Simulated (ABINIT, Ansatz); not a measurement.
# CaC2 (I4/mmm): G0W0 on several meshes in ABINIT

Aim: the GW shift of CaC2 (I4/mmm) against the k mesh.

Method: PBEsol and many-body steps on it, plane waves, in ABINIT 10.8.3.

### Step 1. The structure

The structure is tetragonal, space group I4/mmm (No. 139). The conventional cell has a = 3.869 Å, b = 3.869 Å, c = 6.404 Å, α = 90.00°, β = 90.00°, γ = 90.00°. Nearest to Ca lie 10 C at 2.58 to 2.81 Å. Nearest to C lie 1 C at 1.25 Å and 5 Ca at 2.58 to 2.81 Å. Farther neighbours are not listed.

The cell and positions are those that the Materials Project relaxed with its own functionals (PBE, PBE+U or r2SCAN), kept fixed.

### Step 2. Empty states on the mesh, 4×4×4 mesh, 125 bands

This step: ABINIT 10.8.3; DFT, PBEsol, plane waves, norm-conserving pseudopotentials.

The sums over transitions need many empty states on a uniform mesh; this step solves for them.

Input file run.abi:

```
acell 3*1.0 Angstrom
rprim 
  -1.934298599400 1.934298599400 3.202111242500
  1.934298599400 -1.934298599400 3.202111242500
  1.934298599400 1.934298599400 -3.202111242500
ntypat 2
znucl 20 6
natom 3
typat 1 2 2
xred 
  0.000000000000 0.000000000000 0.000000000000
  0.597892720000 0.597892720000 0.000000000000
  0.402107280000 0.402107280000 0.000000000000
pp_dirpath "pseudos"
pseudos "Ca.upf, C.upf"
ecut 37
ngkpt 4 4 4
nshiftk 1
shiftk 0 0 0
kptopt 1
chksymbreak 0
irdden 1
istwfk *1
nband 125
prtvol 0
optdriver 6
gwr_task "HDIAGO"
paral_kgb 0
occopt 1
indata_prefix "in"
outdata_prefix "out"
tmpdata_prefix "tmp"
```

On the command line:

```console
$ OMP_NUM_THREADS=1 mpirun -n 4 abinit run.abi > log
```

Numbers of over 12 decimals in the logs are rounded to 6 here.

The program printed:

```text
.Version 10.8.3 of ABINIT. v10.8.2 released Aug 2026.

 Symmetries : space group I4/m m m (#139); Bravais tI (body-center tetrag.)
[... echo of the input left out ...]
== DATASET  1 ==================================================================
-   mpi_nproc: 4, omp_nthreads: 1 (-1 if OMP is not activated)

--- !DatasetInfo
iteration_state: {dtset: 1, }
dimensions: {natom: 3, nkpt: 13, mband: 125, nsppol: 1, nspinor: 1, nspden: 1, mpw: 3508, }
cutoff_energies: {ecut:  37.0, pawecutdg:  -1.0, }
[...]
Indirect band gap semiconductor
 Fundamental gap:     1.205 (eV)
   VBM:     3.148 (eV) at k: [ 5.0000E-01,  5.0000E-01,  5.0000E-01]
   CBM:     4.353 (eV) at k: [ 5.0000E-01,  5.0000E-01,  0.0000E+00]
 Direct gap:         2.264 (eV) at k: [ 5.0000E-01,  5.0000E-01,  0.0000E+00]

== END DATASET(S) ==============================================================
================================================================================

 -outvars: echo values of variables after computation  --------
           etotal      0.0000000000E+00
            nband         125
             nkpt          13
          spgroup         139
 [... the other variables as echoed above ...]

 Calculation completed.
```

The job ended after 1.7 min (4 MPI ranks of Arm Neoverse V2, shared host; peak memory 2.9 GiB; 6.9 min of CPU time).

Numbers from this step:

| Property | Result |
| --- | --- |
| gap | 1.205 eV |
| k of the valence top | 0.5, 0.5, 0.5 |
| k of the conduction bottom | 0.5, 0.5, 0 |
| least direct gap | 2.264 eV |
| k points computed | 13 |
| lowest point of the top converged band, above the valence top | 89.0746 eV |

On this mesh the gap is 1.205 eV.

The density comes from a self-consistent run that is not shown.

### Step 3. Screening, 4×4×4 mesh, 53 bands, screening to 114.3 eV

The RPA dielectric matrix is built and inverted for each q.

This step: RPA screening on PBEsol, plane waves, norm-conserving pseudopotentials.

run.abi, as its differences from that of step 2:

```diff
@@ -21,10 +21,11 @@
 chksymbreak 0
-irdden 1
 istwfk *1
-nband 125
-prtvol 0
-optdriver 6
-gwr_task "HDIAGO"
-paral_kgb 0
 occopt 1
+irdwfk 1
+optdriver 3
+nband 53
+ecuteps 4.2
+inclvkb 2
+awtr 1
+symchi 1
 indata_prefix "in"
```

The program printed:

```text
.Version 10.8.3 of ABINIT. v10.8.2 released Aug 2026.

 Symmetries : space group I4/m m m (#139); Bravais tI (body-center tetrag.)
[... echo of the input left out ...]
== DATASET  1 ==================================================================
-   mpi_nproc: 4, omp_nthreads: 1 (-1 if OMP is not activated)

--- !DatasetInfo
iteration_state: {dtset: 1, }
dimensions: {natom: 3, nkpt: 13, mband: 53, nsppol: 1, nspinor: 1, nspden: 1, mpw: 3508, }
cutoff_energies: {ecut:  37.0, pawecutdg:  -1.0, }
electrons: {nelect:   1.80000000E+01, charge:   0.00000000E+00, occopt:   1.00000000E+00, tsmear:   1.00000000E-02, }

 SCREENING: Calculation of the susceptibility and dielectric matrices

 Based on a program developped by R.W. Godby, V. Olevano, G. Onida, and L. Reining.
 Incorporated in ABINIT by V. Olevano, G.-M. Rignanese, and M. Torrent.
.Using double precision arithmetic ; gwpc =  8

[... cell and pseudopotentials left out ...]
--------------------------------------------------------------------------------

 ==== K-mesh for the wavefunctions ====
 Number of points in the irreducible wedge :    13
[... list of points left out ...]
 Together with 16 symmetry operations and time-reversal symmetry
 yields    64 points in the full Brillouin Zone.

 ==== Q-mesh for the screening function ====
 Number of points in the irreducible wedge :    13
[... list of points left out ...]
 Together with 16 symmetry operations and time-reversal symmetry
 yields    64 points in the full Brillouin Zone.

 setmesh: FFT mesh size selected  =    45x   45x   45
          total number of points  =        91125

 vcoul_init : cutoff-mode = AUXILIARY_FUNCTION
 q-points for optical limit:   1
     1)      0.000010    0.000020    0.000030

- screening: taking advantage of time-reversal symmetry
- Maximum band index for partially occupied states nbvw = 9
- Remaining bands to be divided among processors   nbcw = 44
- Number of bands treated by each node ~11

 Number of electrons calculated from density =   18.0000; Expected =   18.0000
 average of density, n =  0.055659
 r_s =    1.6248
 omega_plasma =   22.7574 [eV]

 calculating chi0 at frequencies [eV] :
  1    0.000000E+00    0.000000E+00
  2    0.000000E+00    2.275736E+01

--------------------------------------------------------------------------------
  q-point number  1        q = ( 0.000000, 0.000000, 0.000000) [r.l.u.]
--------------------------------------------------------------------------------
[... chi0 elements left out ...]
 For q-point:  0.000010 0.000020 0.000030
  dielectric constant =   3.5713
  dielectric constant without local fields =   4.1623

  Average fulfillment of the sum rule on Im[epsilon] for q-point    1 :     56.79  [%]
[... wings left out ...]
  q-point number  2        q = ( 0.250000, 0.000000, 0.000000) [r.l.u.]
--------------------------------------------------------------------------------
[... chi0 elements left out ...]
  Average fulfillment of the sum rule on Im[epsilon] for q-point    2 :     71.24  [%]

 [... 11 further q-points ...]
```

The job ended after 56 s (4 MPI ranks; peak memory 1.9 GiB; 3.7 min of CPU time).

This step gave:

```
ε∞ with local fields, on this mesh, along the program's q direction : 3.571
the same without local fields                                       : 4.162
plasma frequency                                                    : 22.76 eV
plane waves in the screening matrix                                 : 129
```

Local fields lower ε∞ by 14 %. On a Γ-centred mesh this coarse the value itself is usually too large, while a short band sum pulls it down.

### Step 4. 4×4×4

The self-energy is evaluated for the states that the input lists, and the levels follow from it, in one-shot runs by the linearised quasiparticle equation.

This step: G0W0 on PBEsol, plane waves, norm-conserving pseudopotentials.

run.abi, as its differences from that of step 3:

```diff
@@ -24,8 +24,19 @@
 irdwfk 1
-optdriver 3
+optdriver 4
 nband 53
+gwcalctyp 0
+ecutsigx 37
+symsigma 1
+nkptgw 3
+kptgw 
+  0.5000000000 0.5000000000 0.5000000000
+  0.5000000000 0.5000000000 0.0000000000
+  0.0000000000 0.0000000000 0.0000000000
+bdgw 
+  7 11
+  8 11
+  8 11
 ecuteps 4.2
-inclvkb 2
-awtr 1
-symchi 1
+irdscr 1
+ppmodel 1
 indata_prefix "in"
```

The program printed:

```text
.Version 10.8.3 of ABINIT. v10.8.2 released Aug 2026.

 Symmetries : space group I4/m m m (#139); Bravais tI (body-center tetrag.)
[... echo of the input left out ...]
== DATASET  1 ==================================================================
-   mpi_nproc: 4, omp_nthreads: 1 (-1 if OMP is not activated)

--- !DatasetInfo
iteration_state: {dtset: 1, }
dimensions: {natom: 3, nkpt: 13, mband: 53, nsppol: 1, nspinor: 1, nspden: 1, mpw: 3508, }
cutoff_energies: {ecut:  37.0, pawecutdg:  -1.0, }
electrons: {nelect:   1.80000000E+01, charge:   0.00000000E+00, occopt:   1.00000000E+00, tsmear:   1.00000000E-02, }

 SIGMA: Calculation of the GW corrections

 Based on a program developped by R.W. Godby, V. Olevano, G. Onida, and L. Reining.
 Incorporated in ABINIT by V. Olevano, G.-M. Rignanese, and M. Torrent.
.Using double precision arithmetic ; gwpc =  8

[... cell and pseudopotentials left out ...]
--------------------------------------------------------------------------------

 ==== K-mesh for the wavefunctions ====
 Number of points in the irreducible wedge :    13
[... list of points left out ...]
 Together with 16 symmetry operations and time-reversal symmetry
 yields    64 points in the full Brillouin Zone.

 ==== Q-mesh for screening function ====
 Number of points in the irreducible wedge :    13
[... list of points left out ...]
 Together with 16 symmetry operations and time-reversal symmetry
 yields    64 points in the full Brillouin Zone.

 vcoul_init : cutoff-mode = AUXILIARY_FUNCTION
 q-points for optical limit:   1
     1)      0.000010    0.000020    0.000030
 setmesh: FFT mesh size selected  =    72x   72x   72
          total number of points  =       373248

 Number of electrons calculated from density =   18.0000; Expected =   18.0000
 average of density, n =  0.055659
 r_s =    1.6248
 omega_plasma =   22.7574 [eV]

 === KS Band Gaps ===
  >>>> For spin  1
   Minimum direct gap =   2.2640 [eV], located at k-point      :   0.5000  0.5000  0.0000
   Fundamental gap    =   1.2054 [eV], Top of valence bands at :   0.5000  0.5000  0.5000
                                       Bottom of conduction at :   0.5000  0.5000  0.0000
 SIGMA fundamental parameters:
 PLASMON POLE MODEL  1
 number of plane-waves for SigmaX                 3441
 number of plane-waves for SigmaC and W            129
 number of plane-waves for wavefunctions          3441
 number of bands                                    53
 number of independent spin polarizations            1
 number of spinorial components                      1
 number of k-points in IBZ                          13
 number of q-points in IBZ                          13
 number of symmetry operations                      16
 number of k-points in BZ                           64
 number of q-points in BZ                           64
 number of frequencies for dSigma/dE                 9
 frequency step for dSigma/dE [eV]                0.25
 number of omega for Sigma on real axis              0
 max omega for Sigma on real axis  [eV]           0.00
 zcut for avoiding poles [eV]                     0.10

 EPSILON^-1 parameters (SCR file):
 dimension of the eps^-1 matrix on file            129
 dimension of the eps^-1 matrix used               129
 number of plane-waves for wavefunctions          3441
 number of bands                                    53
 number of q-points in IBZ                          13
 number of frequencies                               2
 number of real frequencies                          1
 number of imag frequencies                          1

 matrix elements of self-energy operator (all in [eV])

 Perturbative Calculation

--- !SelfEnergy_ee
iteration_state: {dtset: 1, }
kpoint     : [   0.500,    0.500,    0.500, ]
spin       : 1
KS_gap     :    3.172
QP_gap     :    5.210
Delta_QP_KS:    2.038
data: !SigmaeeData |
     Band     E0 <VxcDFT>   SigX SigC(E0)      Z dSigC/dE  Sig(E)    E-E0       E
        7   1.522 -13.535 -16.713   2.241   0.783  -0.277 -14.269  -0.734   0.788
        8   1.522 -13.535 -16.713   2.241   0.783  -0.277 -14.269  -0.734   0.788
        9   3.148 -14.879 -18.776   3.269   0.778  -0.285 -15.368  -0.489   2.659
       10   6.320 -10.688  -5.178  -3.657   0.836  -0.197  -9.139   1.549   7.869
       11   8.997 -10.332  -5.202  -3.813   0.832  -0.202  -9.236   1.096  10.093

--- !SelfEnergy_ee
iteration_state: {dtset: 1, }
kpoint     : [   0.500,    0.500,    0.000, ]
spin       : 1
KS_gap     :    2.264
QP_gap     :    4.220
Delta_QP_KS:    1.956
data: !SigmaeeData |
     Band     E0 <VxcDFT>   SigX SigC(E0)      Z dSigC/dE  Sig(E)    E-E0       E
        8   1.539 -13.469 -16.581   2.139   0.785  -0.273 -14.233  -0.764   0.774
[...]
--- !SelfEnergy_ee
iteration_state: {dtset: 1, }
kpoint     : [   0.000,    0.000,    0.000, ]
spin       : 1
KS_gap     :    4.165
QP_gap     :    6.502
Delta_QP_KS:    2.337
data: !SigmaeeData |
     Band     E0 <VxcDFT>   SigX SigC(E0)      Z dSigC/dE  Sig(E)    E-E0       E
[...]
9   2.152 -13.954 -16.779   2.008   0.786  -0.273 -14.596  -0.642   1.510
       10   6.317 -12.062  -6.650  -3.333   0.815  -0.227 -10.368   1.695   8.012
       11   6.317 -12.062  -6.650  -3.333   0.815  -0.227 -10.368   1.695   8.012

== END DATASET(S) ==============================================================
================================================================================

 -outvars: echo values of variables after computation  --------
           etotal      0.0000000000E+00
            nband          53
             nkpt          13
          spgroup         139
 [... the other variables as echoed above ...]

 Calculation completed.
```

Run time: 13 s. Hardware: 4 MPI ranks; peak memory 1.8 GiB.

This step gave:

| Quantity | Value |
| --- | --- |
| G0W0 gap on the points computed | 2.977 eV |
| starting gap on the mesh | 1.205 eV |
| k of the valence top | 0.5, 0.5, 0.5 |
| k of the conduction bottom | 0.5, 0.5, 0 |
| Z at the valence top | 0.778 |
| Z at the conduction bottom | 0.823 |
| least direct G0W0 gap on the computed points | 4.220 eV |

The gap on the mesh goes from 1.21 eV to 2.98 eV, a correction of +1.77 eV.

### Step 5. Empty states on the mesh, 6×6×6 mesh, 57 bands

This step: DFT, PBEsol, plane waves, norm-conserving pseudopotentials.

Input file run.abi:

```
acell 3*1.0 Angstrom
rprim 
  -1.934298599400 1.934298599400 3.202111242500
  1.934298599400 -1.934298599400 3.202111242500
  1.934298599400 1.934298599400 -3.202111242500
ntypat 2
znucl 20 6
natom 3
typat 1 2 2
xred 
  0.000000000000 0.000000000000 0.000000000000
  0.597892720000 0.597892720000 0.000000000000
  0.402107280000 0.402107280000 0.000000000000
pp_dirpath "pseudos"
pseudos "Ca.upf, C.upf"
ecut 37
ngkpt 6 6 6
nshiftk 1
shiftk 0 0 0
kptopt 1
chksymbreak 0
iscf -2
irdden 1
istwfk *1
nband 57
nbdbuf 4
tolwfr 1e-09
nstep 60
prtvol 0
indata_prefix "in"
outdata_prefix "out"
tmpdata_prefix "tmp"
```

The program printed:

```text
.Version 10.8.3 of ABINIT. v10.8.2 released Aug 2026.

 Symmetries : space group I4/m m m (#139); Bravais tI (body-center tetrag.)
[... echo of the input left out ...]
== DATASET  1 ==================================================================
-   mpi_nproc: 4, omp_nthreads: 1 (-1 if OMP is not activated)

--- !DatasetInfo
iteration_state: {dtset: 1, }
dimensions: {natom: 3, nkpt: 30, mband: 57, nsppol: 1, nspinor: 1, nspden: 1, mpw: 3500, }
cutoff_energies: {ecut:  37.0, pawecutdg:  -1.0, }
[...]
1.51909    1.52084    1.55926    1.56876    1.56876    1.65399    1.69837    1.71603
   1.71603    1.71907    1.72147    1.78499    1.78499    1.81590    1.82406    1.82795
   1.84714
 prteigrs : prtvol=0 or 1, do not print more k-points.

== END DATASET(S) ==============================================================
================================================================================

 -outvars: echo values of variables after computation  --------
            nband          57
             nkpt          30
          spgroup         139
 [... the other variables as echoed above ...]

 Calculation completed.
```

Wall time 36 s (4 MPI ranks); peak memory 0.35 GiB; 2.4 min of CPU time.

Numbers from this step:

```
gap                                                           : 1.205 eV
k of the valence top                                          : 0.5, 0.5, 0.5
k of the conduction bottom                                    : 0.5, 0.5, 0
least direct gap                                              : 2.264 eV
k points computed                                             : 30
lowest point of the top converged band, above the valence top : 44.61 eV
```

On this mesh the gap is 1.205 eV.

[end of part 1 of 2]

[Paths, hosts, dates, memory and timing lines, banners, echoed tables and standing remarks are left out of the program output.]

[Logs are printed without paths, hosts, clocks, repeated set-up lines and the standing remarks that a program may print on its own settings, such as how far it seeks lower states.]

[Runs of the session that timed out or met a known fault of the program may be left out.]

[Hosts, paths, dates, database ids (printed as entryN), source tags and the programs' standing remarks are cut or masked in the printed files.]

[G0W0 gaps are taken among the corrected bands and points alone; a level outside them can change the order at an edge.]

[Where Ansatz stands beside ABINIT at settings called matched, ABINIT's density can come from a denser mesh and the files from another edition; pairs whose starting gaps differed by over 0.03 eV were left out, so agreement reads better than it is.]
